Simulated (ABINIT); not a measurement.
Entries from a set of simulations; values are calculated unless marked as measured.

```
! title: Quasiparticle gap of MgS (F-43m) in ABINIT
! method: RPA screening on LDA, plane waves, norm-conserving pseudopotentials (and 2 further levels or steps)
! program: ABINIT 10.8.3
! settings: cutoff 38 Ha, PseudoDojo scalar-relativistic 0.4.1 standard, norm-conserving, ngkpt (4, 4, 4), nband 26, ecuteps 3.2 Ha, inclvkb 2, shiftk (0, 0, 0), symchi 1, awtr 1, frequency ppm, 4×4×4 k-mesh
! cost: 5 runs, 27 s in all on 4 MPI ranks of Arm Neoverse V2, shared host
! notes: The cell and positions are those that the Materials Project relaxed with its own functionals (PBE, PBE+U or r2SCAN), kept fixed. This is not the form that MgS usually takes at ambient conditions. The 4×4×4 mesh is coarse for this cell, which bears on the long-range parts of exchange and screening.
! LDA gap: 3.17 eV, direct
! G0W0 gap on the mesh: 4.89 eV
! GW settings: 4×4×4 mesh, 26 bands, screening to 87.1 eV, Godby-Needs plasmon pole
! known limits: short of the basis limit; coarse k mesh
CELL_PARAMETERS angstrom
0.00000 2.83312 2.83312
2.83312 0.00000 2.83312
2.83312 2.83312 0.00000
ATOMIC_POSITIONS crystal
Mg 0.00000 0.00000 0.00000
S 0.75000 0.75000 0.75000
```

[Long decimals in the printed logs are rounded to 6 places.]

[Logs are printed without paths, hosts, clocks, repeated set-up lines and the standing remarks that a program may print on its own settings, such as how far it seeks lower states.]

[Paths, hosts, dates, memory and timing lines, banners, echoed tables and standing remarks are left out of the program output; an Ansatz launch command may be rebuilt from the run's recorded settings. Measured values are a selection of at most five: reports struck by readers or far from the other reports are left out. None is set beside runs whose start may be inverted or whose files or cutoffs have a known fault.]

[Runs of the session that timed out or met a known fault of the program may be left out.]

[Hosts, paths, dates, database ids (printed as entryN), source tags and the programs' standing remarks are cut or masked in the printed files.]

[G0W0 gaps are taken among the corrected bands and points alone; a level outside them can change the order at an edge.]

[Where Ansatz stands beside ABINIT at settings called matched, ABINIT's density can come from a denser mesh and the files from another edition; pairs whose starting gaps differed by over 0.03 eV were left out, so agreement reads better than it is.]
